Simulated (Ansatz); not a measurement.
**(BP)2(AlN)2 [001] superlattice, zinc blende: following an unstable mode**

Which phase does (BP)2(AlN)2 [001] superlattice, zinc blende fall into along its unstable mode, and how much energy does it gain?

Method: DFT LDA, scalar-relativistic, plane waves, PAW, in Ansatz 0.2.0.

Report form: inputs, costs, results and the conclusion, without the logs.

The structure was built from a prototype and need not be the compound's stable phase.

### 1. The starting structure

Symmetry: Pmm2, No. 25, orthorhombic system. Conventional cell: a = 3.069 Å, b = 3.165 Å, c = 9.035 Å, α = 90.00°, β = 90.00°, γ = 90.00°. Nearest to Al lie 2 N at 1.88 Å and 2 P at 2.30 Å. Al has 4 N at 1.89 Å nearest. B has 2 N at 1.74 Å and 2 P at 1.95 Å nearest. B has 4 P at 1.91 to 1.92 Å nearest. Nearest to N lie 4 Al at 1.88 to 1.89 Å. Nearest to N lie 2 B at 1.74 Å and 2 Al at 1.89 Å. Farther neighbours, and contacts between anions beyond the nearest, are not listed.

### 2. Zone-centre response

The zone centre is the only wavevector solved here; it holds the modes that light can see. No field response is asked, since the mesh shows no gap.

Contents of input.yaml:

```yaml
crystal:
  lattice:
    - [2.2381147998, 2.2381147998, 0.0]
    - [-2.1700482452, 2.1700482452, 0.0]
    - [0.0, 0.0, 9.0354674816]
  atoms:
    - { symbol: Al, position: [0.0, 0.0, 0.5384568651] }
    - { symbol: Al, position: [0.5, 0.5, 0.771045558] }
    - { symbol: B, position: [0.0, 0.0, -0.0233913262] }
    - { symbol: B, position: [0.5, 0.5, 0.2284562538] }
    - { symbol: "N", position: [0.5, 0.0, 0.6498554086] }
    - { symbol: "N", position: [0.0, 0.5, 0.8848558858] }
    - { symbol: P, position: [0.5, 0.0, 0.1018511609] }
    - { symbol: P, position: [0.0, 0.5, 0.3488701939] }
kpoints:
  mp_grid: { grid: [12, 12, 4] }
hamiltonian:
  xc: lda
scf:
  occupations: { method: methfessel_paxton, width: 0.15 }
output:
  eigenvalues: true
phonons:
  method: dfpt
```

Started as:

```bash
$ ansatz run input.yaml --threads 8 --pin off --max-ram 14336MiB --backend cpu --events-out ev --progress --plain --runs-dir out
```

It took 77 s on 8 threads of Arm Neoverse V2, shared host; peak memory 1.9 GiB; 9.1 min of CPU time.

This step gave:

```
volume per atom                                         : 10.97 Å³
gap on the k-mesh                                       : 0 eV
sum-rule residual before enforcement                    : 3.06e-5 eV/Å²
point group                                             : mm2
highest optical mode at the zone centre (no LO-TO term) : 834.8 cm⁻¹
lowest optical zone-centre mode                         : -79.44 cm⁻¹
```

Patterns of degenerate modes are one choice out of their space. Modes at Γ, with each element's share of the kinetic energy (negative means imaginary):

```
mode  frequency (cm⁻¹)  symmetry  Al %  B %  N %  P %
   1             -79.4        B1     5   63   30    2
   2               0.0  acoustic    33   13   17   37
   3               0.0  acoustic    33   13   17   37
   4               0.0  acoustic    33   13   17   37
   5             186.6        B2    36   12   13   39
   6             191.8        B1    33    7    9   50
   7             239.8        B2    24   16   10   50
   8             245.0        B1    33   17   17   32
   9             296.7        B2    51    5   15   29
  10             337.9        A1    43    8   14   36
  11             354.4        A1    36   12   16   37
  12             382.1        B1     7   25   52   16
  13             394.5        B1    59    2    4   35
  14             539.0        A1    42    1    4   53
  15             626.6        A1    22   16   48   14
  16             643.7        B1    30    0   70    0
  17             681.9        B2    26   13   54    7
  18             696.4        B2    28    1   71    0
  19             703.6        A1    24    3   72    1
  20             773.9        B2     1   73    6   20
  21             779.8        B1     0   73    1   27
  22             807.8        A1     0   82    0   18
  23             826.7        B2     2   69   12   17
  24             834.8        A1     1   66   30    4
```

Displacements in mode 1 (-79.4 cm⁻¹), the largest set to 1:
```
Al1  0.04 -0.04  0.00
Al2  0.18 -0.18  0.00
B3  -1.00  1.00  0.00
B4  -0.12  0.12  0.00
N5   0.20 -0.20  0.00
N6   0.57 -0.57  0.00
P7  -0.10  0.10  0.00
P8  -0.05  0.05  0.00
```

Displacements in mode 17 (681.9 cm⁻¹), the largest set to 1:
```
Al1  0.08  0.08  0.00
Al2 -0.49 -0.49  0.00
B3   0.56  0.56  0.00
B4  -0.03 -0.03  0.00
N5  -0.14 -0.14  0.00
N6   1.00  1.00  0.00
P7  -0.24 -0.24  0.00
P8   0.02  0.02  0.00
```

Before it was imposed, the acoustic sum rule was missed by 3.1e-5 eV/Å². Small misses are needed for a sound result but don't prove that mesh and cutoff are converged. The lowest optical mode is imaginary, 79.4i cm⁻¹, so the energy falls along it.

### 3. The mode frozen in, largest atomic shift 0 Å

The mode followed lies at Γ with frequency 79.4i cm⁻¹, the softest among the wavevectors solved. At small amplitude the pattern taken leaves space group no. 6 by a symmetry search on the positions. The undistorted cell that holds it gives the zero of energy on the same k mesh.

input.yaml, as its differences from that of step 2:

```diff
@@ -8,3 +8,3 @@
     - { symbol: Al, position: [0.5, 0.5, 0.771045558] }
-    - { symbol: B, position: [0.0, 0.0, -0.0233913262] }
+    - { symbol: B, position: [0.0, 0.0, 0.9766086738] }
     - { symbol: B, position: [0.5, 0.5, 0.2284562538] }
@@ -21,4 +21,4 @@
 output:
+  forces: true
+  stress: true
   eigenvalues: true
-phonons:
-  method: dfpt
```

Run time: 3.4 s. Hardware: 8 threads; peak memory 0.56 GiB.

This step gave:

```
pressure                         : 0.003570 GPa
energy from the undistorted cell : 0 meV/atom
```

The run ends at a pressure of 0.00 GPa, with forces up to 4.9e-4 eV/Å.

### 4. The mode frozen in, largest atomic shift 0.04 Å

The atoms are moved along the unstable eigenvector, the largest shift by 0.04 Å, with the cell fixed.

input.yaml, the sections that differ from step 3:

```yaml
crystal:
  lattice:
    - [2.2381147998, 2.2381147998, 0.0]
    - [-2.1700482452, 2.1700482452, 0.0]
    - [0.0, 0.0, 9.0354674816]
  atoms:
    - { symbol: Al, position: [0.0, -0.0005583266, 0.5384568651] }
    - { symbol: Al, position: [0.5, 0.4976654803, 0.771045558] }
    - { symbol: B, position: [0.0, 0.0130339366, 0.9766086738] }
    - { symbol: B, position: [0.5, 0.5015822717, 0.2284562538] }
    - { symbol: "N", position: [0.5, -0.0026678473, 0.6498554086] }
    - { symbol: "N", position: [0.0, 0.492539392, 0.8848558858] }
    - { symbol: P, position: [0.5, 0.0013542557, 0.1018511609] }
    - { symbol: P, position: [0.0, 0.5006449043, 0.3488701939] }
# kpoints, hamiltonian, scf, output: as in step 3
```

Elapsed: 4.2 s, on 8 threads; peak memory 0.61 GiB.

Read from the output:

```yaml
pressure: 0.1171 GPa
energy_from_the_undistorted_cell: -0.031 meV/atom
```

The energy, extrapolated to zero smearing, is -0.03 meV/atom against the undistorted cell.

The run ends at a pressure of 0.12 GPa, with forces up to 0.038 eV/Å.

### 5. Energy along the mode, all amplitudes (two of the runs are shown above)

An imaginary frequency means negative curvature, so the energy should fall and then rise again as anharmonic terms take over.

This step gave:

- depth at the lowest point sampled: 0.031 meV/atom
- largest atomic shift at that point: 0.04 Å

Energy from the parent against largest atomic shift:

```
largest atomic shift (Å)  energy from the parent (meV/atom)
                  0.0000                                  0
                  0.0400                             -0.031
                  0.0800                              0.019
                  0.1400                               1.19
                  0.2200                               8.90
```

Displacement at unit largest shift by atom:

```
atom   x (Å)   y (Å)  z (Å)   size
 Al1   0.030  -0.030  0.000  0.042
 Al2   0.127  -0.127  0.000  0.180
  B3  -0.707   0.707  0.000  1.000
  B4  -0.086   0.086  0.000  0.122
  N5   0.145  -0.145  0.000  0.205
  N6   0.405  -0.405  0.000  0.573
  P7  -0.073   0.073  0.000  0.103
  P8  -0.035   0.035  0.000  0.049
```

The lowest step is at 0.04 Å, 0.031 meV/atom below the parent, and the energy rises beyond it.

### 6. Relaxation from the frozen mode

Starting from the lowest point found, all atoms and the cell are let go, so that strain and other modes of the same symmetry can join in.

input.yaml, as its differences from that of step 4:

```diff
@@ -24 +24,10 @@
   eigenvalues: true
+  write_density: true
+  write_potential: true
+  elf: true
+  volumetric_format: npy
+relax:
+  adjacent_minimum: "off"
+  f_tol: 0.002
+  max_steps: 120
+  cell: { stress_tol: 0.03 }
```

Elapsed: 3.8 min, on 8 threads; peak memory 0.75 GiB.

Step by step (22 of 43):

```
step  energy less that of the first step (eV)  largest force component (eV/Å)  pressure (GPa)  volume (Å³)
   1                                   0.0000                          0.0383            0.12        87.77
   3                                  -0.0003                          0.0178            0.01        87.84
   5                                  -0.0009                          0.0298           -0.02        87.92
   7                                  -0.0038                          0.0821            0.16        88.09
   9                                  -0.0218                          0.2629            0.55        88.80
  11                                  -0.1536                          0.5207           -0.77        95.12
  13                                  -0.1649                          2.0508            2.87        94.65
  15                                  -0.2558                          0.0294            0.05        95.71
  17                                  -0.2559                          0.0031            0.00        95.72
 19*                                  -0.3019                          0.0062            0.55        95.73
  21                                  -0.3062                          0.0258           -0.09        97.23
  23                                  -0.3061                          0.0828           -0.08        97.38
  25                                  -0.3062                          0.0106            0.00        97.36
  27                                  -0.3062                          0.0007            0.00        97.35
  29                                  -0.3120                          0.0039            0.02        97.53
  31                                  -0.3120                          0.0172            0.00        97.64
  33                                  -0.3120                          0.0038            0.01        97.68
  35                                  -0.3120                          0.0016            0.01        97.69
  37                                  -0.3120                          0.0020            0.00        97.71
  39                                  -0.3132                          0.0010            0.00        97.74
  41                                  -0.3131                          0.0209            0.02        97.78
 43*                                  -0.3134                          0.0004            0.00        97.78
```

Relaxation steps marked * repeat the geometry before them on a plane-wave basis chosen anew for their cell, so energy and pressure can jump there. Other such steps can lie between the rows shown. Relaxation steps 13, 23, 26, 30, 34 were tried and not accepted.

The run keeps the 2 symmetry operations that the program found, so distortions that break them were not tested.

```
     cell as run  before  after   change
           a (Å)   3.165  3.173   +0.2 %
           b (Å)   3.069  3.322   +8.2 %
           c (Å)   9.035  9.408   +4.1 %
           α (°)   90.00  80.45  -10.6 %
volume (Å³/atom)   10.97  12.22  +11.4 %
```

The atoms that moved most (Å, as changes of fractional coordinates times the final cell):

```
atom      dx      dy      dz  length
  N6   0.465  -0.465  -0.342   0.741
  B3  -0.481   0.481   0.285   0.738
  P7  -0.353   0.353   0.217   0.545
 Al2   0.351  -0.351  -0.218   0.542
  B4  -0.218   0.218   0.146   0.342
  N5   0.223  -0.223  -0.115   0.336
 Al1   0.105  -0.105  -0.086   0.172
  P8  -0.091   0.091   0.112   0.170
```

Final coordinates:

```cif
data_structure
_symmetry_space_group_name_H-M 'P 1'
_symmetry_Int_Tables_number 1
_cell_length_a 3.1728
_cell_length_b 3.3220
_cell_length_c 9.4076
_cell_angle_alpha 80.446
_cell_angle_beta 90.000
_cell_angle_gamma 90.000
_cell_volume 97.78
loop_
_atom_site_label
_atom_site_type_symbol
_atom_site_fract_x
_atom_site_fract_y
_atom_site_fract_z
_atom_site_occupancy
Al1 Al 0.00000 0.95634 0.53058 1
Al2 Al 0.50000 0.35245 0.75204 1
B3 B 0.00000 0.21269 0.00125 1
B4 B 0.50000 0.59173 0.24143 1
N5 N 0.50000 0.90442 0.64028 1
N6 N 0.00000 0.30152 0.85387 1
P7 P 0.50000 0.14776 0.12072 1
P8 P 0.00000 0.53667 0.35982 1
```

Read from the output:

```
pressure          : 0.001856 GPa
volume per atom   : 12.22 Å³
gap on the k-mesh : 0.1558 eV
```

Valence density in the bc plane at fractional x = 0.000, with atoms of Al and B and N and P within 0.2 Å of it. It is the smooth field of the valence electrons, not physical close to the nuclei.

Ten steps, logarithmic in the rise over the least value, from '_' (0.0 e/Å³) to '@' (3.7 e/Å³), each cell a mean:
```
==++**********++==--::..____..::--
==**##%%%%%%%%##**==--..____..::--
==**##@@@@@@@@%%##++==::..____..--
==++##@@@@@@@@@@%%**==--..____..::
--==**##%%@@@@%%##**==--..______..
..::--==++******++==--::..________
......::::--------::::............
::........................::::::::
--::::::....____......::::::------
::::::::::..........::::::::::::::
....::------::::::::::----::......
....::--==================--::....
----==++++++++++++++++++++++====--
======++********************++++==
----==++++******==--==******++++==
--::--==++****++==::::++****++==--
::..::::--==++****++++****++==----
........::----==++++++++++==--::::
............::::------------::::..
..::::::..........................
------------::....__________....::
====++++++====--::..________..::--
==++******++++==--::________..::--
==++++++==++++==--::..______..::--
```
Columns run along b (3.3 Å), rows up along c (9.4 Å). Atoms in or near the plane, at fractional coordinates: Al at (0.96, 0.53), B at (0.21, 0.00), N at (0.30, 0.85), P at (0.54, 0.36).

ELF in the bc plane at fractional x = 0.000, with atoms of Al and B and N and P within 0.2 Å of it. It is the smooth field of the valence electrons, not physical close to the nuclei.

Ten even steps from '_' (0.01) to '@' (0.95), each cell a mean:
```
++++==----==++****++--..____..--==
##%%@@@@@@@@@@@@%%##++::______--**
##%%%%##++==++##%%##**==..____::++
**####**--__..++######==..______--
--**##%%%%####%%%%##**==..______..
__::==**####%%####++--..__________
______..::--------....____________
____________________________......
........______________............
____......................________
______..--====----====--::________
____..++%%%%########%%%%##++..____
__::##@@@@@@@@@@%%%%@@@@@@@@%%==..
==++%%@@@@@@@@%%****%%@@@@@@@@%%**
====**%%@@@@%%==____..++%%@@@@%%**
::::--**%%%%##::________==%%%%##++
..__..::++****++==----==++****++--
________..::==++++******++++==::..
____________....::------::::..____
__________________________________
..::::::::....__________________..
==++++++++==--::..____________..--
========--======--..________..::==
--..________..------..______..::--
```
Columns run along b (3.3 Å), rows up along c (9.4 Å). Atoms in or near the plane, at fractional coordinates: Al at (0.96, 0.53), B at (0.21, 0.00), N at (0.30, 0.85), P at (0.54, 0.36).

Electrostatic potential energy in the bc plane at fractional x = 0.000, with atoms of Al and B and N and P within 0.2 Å of it. With pseudopotentials it is smooth inside the atoms' cores, unlike the true potential.

Values in eV, 24 rows by 14 columns, each cell a mean:
```
 -1 -19 -39 -48 -42 -22  -2   6  10  11  11  11  10   7
  8   3  -8 -19 -19  -8   3   8  11  12  12  12  12  11
  9   0 -22 -44 -50 -42 -18   2  10  12  12  12  12  12
 10   1 -24 -49 -56 -54 -35  -7   8  12  12  12  12  12
 11   9   0 -15 -28 -28 -14   2   9  11  12  12  12  12
 11  11   9   8   6   5   7   9  10  11  11  12  12  12
 11  10  10   9   9   8   9   9  10  10  10  11  11  11
  8   9   9   9   8   8   8   8   9   9   8   8   8   8
  1   3   5   7   8   8   8   8   7   6   4   1  -1  -1
-10  -9  -3   3   6   8   8   8   6   2  -5 -10 -10 -10
  0  -7 -10  -4   4   7   8   8   6  -1  -9  -9  -2   3
  2  -5 -10  -6   3   7   8   8   6   2  -7 -10  -3   3
 -9 -10  -8  -2   3   3   2   2   3   3   0  -5  -9  -9
 -1   0   2   3  -1 -14 -27 -32 -27 -14  -2   2   2   0
  8   8   7   3 -10 -38 -54 -57 -57 -48 -23  -3   5   8
 10  10   9   5  -7 -34 -54 -57 -57 -55 -34  -9   4   9
 11  11  10   8   3  -9 -26 -40 -43 -35 -18  -2   5   9
 11  11  11  10   9   6   3  -1  -3  -1   2   6   8  10
 10  10  10  10  10  10   9   9   8   8   9   9  10  10
 10  10  10  10  10  10  10  10  10  10  10  10  10  10
  9   9   8   9   9  10  10  11  11  11  11  11  10  10
  6   4   3   3   5   7   9  10  11  11  11  10  10   8
 -2 -17 -29 -30 -19  -3   5   8  10  11  11  10   9   6
-10 -36 -53 -57 -50 -25  -3   6   9  11  11  10   8   5
```
Columns run along b (3.3 Å; values clipped at the 3rd and 97th percentile), rows up along c (9.4 Å). Atoms in or near the plane, at fractional coordinates: Al at (0.96, 0.53), B at (0.21, 0.00), N at (0.30, 0.85), P at (0.54, 0.36).

The distorted start has space group Pm; the relaxation ends in Pm.

(Part 1 of 2 ends here.)

[Long decimals in the printed logs are rounded to 6 places.]

[Logs are printed without paths, hosts, clocks, repeated set-up lines and the standing remarks that a program may print on its own settings, such as how far it seeks lower states.]

[Hosts, paths, dates, database ids (printed as entryN), source tags and the programs' standing remarks are cut or masked in the printed files.]

[Where the starting crystal was built by hand or by swapping elements, it need not be the compound's stable phase.]
